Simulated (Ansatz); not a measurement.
# A hypothetical structure for TiBiRu4, part 2 of 2

This structure for TiBiRu4 is made up. Its elements were placed in a known structure type with a cell scaled to their sizes. What cell does the guess relax to, and how far off was it?

Ansatz 0.2.0; DFT, PBE, plane-wave PAW, files of the set soft_1, scalar-relativistic, no spin, cell and ions relaxed at zero pressure; PAW set soft_1 (the session's first sound run).

So far: The structure; Relaxing cell and atoms. The relaxed cell has a, b, c = 5.177, 8.543, 4.628 Å (conventional setting).

## (3) Electronic structure of the relaxed cell

With the geometry fixed, one more self-consistent run, with a narrower smearing and the mesh shown in its input, gives the bands, and its pressure, and its forces where symmetry allows any, show how far the geometry depends on these settings.

This step: DFT, PBE, plane-wave PAW, files of the set soft_1, scalar-relativistic, no spin, bands and density of states at the relaxed cell; PAW set soft_1 (Ansatz 0.2.0).

Input file input.yaml:

```yaml
crystal:
  lattice:
    - [2.5885631758, -4.2717120242, 0.0]
    - [2.5885631758, 4.2717120242, 0.0]
    - [0.0, 0.0, 4.6275711454]
  atoms:
    - { symbol: Bi, position: [0.0, 0.0, 0.0] }
    - { symbol: Ru, position: [0.0, 0.5, 0.5] }
    - { symbol: Ru, position: [0.5, 0.0, 0.5] }
    - { symbol: Ru, position: [0.3255070751, 0.6744929249, 0.0] }
    - { symbol: Ru, position: [0.6744929249, 0.3255070751, 0.0] }
    - { symbol: Ti, position: [0.5, 0.5, 0.5] }
kpoints:
  mp_grid: { grid: [8, 8, 8] }
  band_path:
    path:
      - [[0.0, 0.0, 0.0], [0.34180231, 0.34180231, 0.0], [0.0, 0.5, 0.0], [0.0, 0.5, 0.5], [0.34180231, 0.34180231, 0.5], [0.0, 0.0, 0.5], [0.0, 0.0, 0.0], [-0.5, 0.5, 0.0], [-0.34180231, 0.65819769, 0.0], [-0.34180231, 0.65819769, 0.5], [-0.5, 0.5, 0.5], [-0.5, 0.5, 0.0]]
      - [[0.0, 0.0, 0.5], [-0.5, 0.5, 0.5]]
    npoints: 6
scf:
  occupations: { method: fermi_dirac, width: 0.03 }
  n_extra_bands: 10
hamiltonian:
  xc: pbe
  pseudopotentials: { kind: paw, azcp: { folder: soft_1 } }
output:
  forces: true
  stress: true
  write_bands: true
  dos: { projected: true }
  write_density: true
  write_potential: true
  elf: true
  volumetric_format: npy
```

Run with:

```sh
ansatz run input.yaml --threads 4 --pin off --max-ram 10240MiB --backend cpu --events-out ev --progress --plain --runs-dir out
```

Numbers of over 12 decimals in the logs are rounded to 6 here.

The log of the run:

```text
[...]
Crystal: 6 atoms, lattice volume = 102.340 Å³
Basis set: ecut = 420 eV, 2037 PW (Γ), exchange–correlation on 72×72×64 points (8 copies of the dense FFT grid, shifted against one another)
Bands: 56, of which v1, the nominal top of the filled ones, is band 46 counted from 1 (45 counted from 0)
Symmetry: 8 space group operations
[...]
k-points: 105 of 512
[...]
SCF iter   1: F=—  HF=-38423.979257 eV  |F-HF|=—  |Δ(HF+E_count)|=         —  Δρ=3.15e-1  dr2=2.01e2  ethr=3.10e-3  ⟨swp⟩=6.1  Hψ=19176  notcnv=0
[...]
SCF iter  11: F=-38411.887481 eV  HF=-38411.887481 eV  |F-HF|=1.98e-9  |Δ(HF+E_count)|=   8.32e-9  Δρ=2.14e-6  dr2=4.32e-9  ethr=1.10e-10  ⟨swp⟩=13.0  Hψ=33832  notcnv=0
SCF 1 converged in 11 iterations: F = -38411.887481 eV  dr2 = 4.32e-9
[...]
NSCF: frozen V_eff on 74 k-points
SCF converged after 11 iterations
Free energy (F): -38411.887481 eV
[...]
Internal energy: -38411.856304 eV  (E = F + TS)
E sigma→0 (E₀):  -38411.871892 eV
Entropy (-TS):   -0.031177 eV (-5.196 meV/atom)
Fermi energy:    18.063274 eV
[...]
--- Forces (eV/Å), atoms counted from 1 ---
  atom   1  Bi     0.00000000     0.00000000     0.00000000
  atom   2  Ru     0.00000000     0.00000000     0.00000000
  atom   3  Ru     0.00000000     0.00000000     0.00000000
  atom   4  Ru     0.00000000    -0.02439373     0.00000000
  atom   5  Ru     0.00000000     0.02439373     0.00000000
  atom   6  Ti     0.00000000     0.00000000     0.00000000
  max |Σ_I F_I| component: 3.47e-18 eV/Å
--- Stress (GPa, compression-positive) ---
        0.000965       0.000000       0.000000
        0.000000      -0.187653       0.000000
        0.000000       0.000000      -0.071485
  P = ⅓ Tr σ = -0.0861 GPa (-0.861 kbar)
--- Band table (eV; the first three rows and the last of 105) ---
  k-point 0: bands = [... 42 lower, 17.0996, 17.7562, 18.1826, 18.2385, 18.3966, 19.4229, 19.8152, 19.9256, ... 6 higher]
  k-point 1: bands = [... 42 lower, 17.3778, 17.8318, 18.2149, 18.3297, 18.4307, 19.4747, 19.5618, 19.9369, ... 6 higher]
  k-point 2: bands = [... 42 lower, 17.7541, 17.9791, 18.0564, 18.3836, 18.8225, 18.9439, 19.9756, 20.0080, ... 6 higher]
  k-point 104: bands = [... 42 lower, 16.8343, 17.1942, 17.5969, 17.9527, 18.2931, 18.5772, 18.7294, 18.8917, ... 6 higher]
```

Wall time 9.7 s (4 threads of Intel Xeon Platinum 8488C (Sapphire Rapids), shared host); peak memory 0.81 GiB.

In the SCF lines HF is the Harris–Foulkes energy and dr2 the Hartree energy of the density residual, in eV; the loop may stop once dr2 is under the threshold and the program's other checks hold. Hψ counts applications of the Hamiltonian.

Numbers from this step:

```
free energy             : -38411.8875 eV
energy at zero smearing : -38411.8719 eV
smearing term TS        : 0.03118 eV
pressure                : -0.08606 GPa
```

bands.tsv at the labelled points (eV, zero at the Fermi level; the bands that come nearest the Fermi level along the path):

| point | band 43 | band 44 | band 45 | band 46 | band 47 | band 48 | band 49 | band 50 |
| --- | --- | --- | --- | --- | --- | --- | --- | --- |
| Γ | -0.96 | -0.31 | 0.12 | 0.18 | 0.33 | 1.36 | 1.75 | 1.86 |
| X | -0.94 | -0.70 | -0.55 | -0.19 | -0.15 | 0.04 | 0.75 | 1.14 |
| S | -1.05 | -0.80 | -0.37 | -0.35 | -0.24 | 0.03 | 0.79 | 1.20 |
| R | -0.69 | -0.19 | -0.18 | 0.01 | 0.40 | 0.62 | 1.05 | 1.15 |
| A | -1.20 | -0.38 | -0.29 | 0.04 | 0.34 | 0.45 | 0.56 | 0.81 |
| Z | -0.88 | -0.68 | 0.33 | 0.39 | 1.15 | 2.00 | 2.26 | 2.27 |
| Γ | -0.96 | -0.31 | 0.12 | 0.18 | 0.33 | 1.36 | 1.75 | 1.86 |
| Y | -0.47 | -0.33 | -0.19 | -0.14 | 0.08 | 0.24 | 0.72 | 1.04 |
| X1 | -0.94 | -0.70 | -0.55 | -0.19 | -0.15 | 0.04 | 0.75 | 1.14 |
| A1 | -1.20 | -0.38 | -0.29 | 0.04 | 0.34 | 0.45 | 0.56 | 0.81 |
| T | -1.23 | -0.87 | -0.47 | -0.11 | 0.23 | 0.51 | 0.67 | 0.83 |
| Y | -0.47 | -0.33 | -0.19 | -0.14 | 0.08 | 0.24 | 0.72 | 1.04 |
| Z | -0.88 | -0.68 | 0.33 | 0.39 | 1.15 | 2.00 | 2.26 | 2.27 |
| T | -1.23 | -0.87 | -0.47 | -0.11 | 0.23 | 0.51 | 0.67 | 0.83 |

Counts of states for the cell as run, both spins, by energy window (eV from the Fermi level):

```csv
from,to,total
-8,-7,0.00
-7,-6,0.06
-6,-5,2.33
-5,-4,6.65
-4,-3,6.54
-3,-2,9.12
-2,-1,6.83
-1,0,7.51
0,1,6.10
1,2,5.73
```

Below -8 eV lie 52.0 more states.

Electrostatic potential energy in the ab plane of the cell as run, not the conventional one, at fractional z = 0.000, with atoms of Bi and Ru within 0.2 Å of it. With pseudopotentials it is smooth inside the atoms' cores, unlike the true potential.

Ten even steps from '_' (-76 eV) to '@' (19 eV), each cell a mean:
```
--==##@@@@@@@@@@@@@@@@**==--
++##@@@@%%####%%@@@@@@##++==
%%@@@@##==::==##@@@@@@%%##**
@@@@%%==____::##@@@@@@@@@@@@
@@@@**..____--%%@@@@@@@@@@@@
@@%%++..__--##@@@@@@@@@@@@@@
@@@@##++++##@@@@@@%%####%%@@
@@@@@@%%@@@@@@@@##--::==##@@
@@@@@@@@@@@@@@##--____::##@@
@@@@@@@@@@@@@@++______==%%@@
%%%%%%@@@@@@%%++....==##@@@@
++++**%%@@@@@@##++**%%@@@@##
====++%%@@@@@@@@%%@@@@@@##==
--==++%%@@@@@@@@@@@@@@%%++--
```
Columns run along a (5.0 Å; values clipped at the 3rd and 97th percentile), rows up along b (5.0 Å). Atoms in or near the plane, at fractional coordinates: Bi at (0.00, 0.00), Ru at (0.33, 0.67), Ru at (0.67, 0.33).

Valence density in the ab plane of the cell as run, not the conventional one, at fractional z = 0.000, with atoms of Bi and Ru within 0.2 Å of it. It is the smooth field of the valence electrons, not physical close to the nuclei.

Ten even steps from '_' (0 e/Å³) to '@' (11 e/Å³), each cell a mean:
```
++::____________________--++
::______________________::--
________::==--..____________
______--##%%==..____________
____..**@@%%--______________
____::++**--..______________
____..::::__________....____
________________..--==--____
________________--%%%%==____
______________::**@@##::____
______________::++**--______
..::..________..::..________
====::____________________::
##==..__________________::++
```
Columns run along a (5.0 Å), rows up along b (5.0 Å). Atoms in or near the plane, at fractional coordinates: Bi at (0.00, 0.00), Ru at (0.33, 0.67), Ru at (0.67, 0.33).

ELF in the ab plane of the cell as run, not the conventional one, at fractional z = 0.000, with atoms of Bi and Ru within 0.2 Å of it. It is the smooth field of the valence electrons, not physical close to the nuclei.

Ten even steps from '0' (0.12) to '9' (0.60), each cell a mean:
```
02542233234520
35533553124532
54347985124555
42389995134444
32698983233223
33799852321112
43587423235533
32232232589853
32112324899952
43333227989732
55543138998434
44553125763355
01453223322452
10454334334530
```
Columns run along a (5.0 Å), rows up along b (5.0 Å). Atoms in or near the plane, at fractional coordinates: Bi at (0.00, 0.00), Ru at (0.33, 0.67), Ru at (0.67, 0.33).

## (4) What came out

```
space group, relaxed : Cmmm
conventional cell    : a = 5.177, b = 8.543, c = 4.628 Å; α = 90.0°, β = 90.0°, γ = 90.0°
volume per atom      : 17.06 Å³ (guess 16.13)
```

In words: TiBiRu4 relaxes to Cmmm with a = 5.177, b = 8.543 and c = 4.628 Å. The guessed volume was 5 % too small. The space group Cmmm was held in the relaxation, so the end point is a stationary structure within it and may be a saddle against distortions or other arrangements. Bands cross the Fermi level, so it is a metal or semimetal at this level. The electron count is odd, which forces that without spin polarisation or a larger cell. On the 8×8×8 mesh with the narrower smearing (relaxed on 6×6×6) the largest force component is 0.024 eV/Å and the largest stress component is 0.188 GPa, against the relaxation's thresholds of 0.015 eV/Å and 0.05 GPa. The cutoff wasn't tested. A vector of the cell changed its length by 10 %, more than the volume shows. Spin-orbit coupling is left out, which can matter for elements this heavy. No dispersion term is used, so weakly bound directions may come out too long. The runs have no spin, and magnetism wasn't tested. Nothing here tests whether the compound is stable against decomposition.

[Logs are printed without paths, hosts, clocks, repeated set-up lines and the standing remarks that a program may print on its own settings, such as how far it seeks lower states.]

[Hosts, paths, dates, database ids (printed as entryN), source tags and the programs' standing remarks are cut or masked in the printed files.]
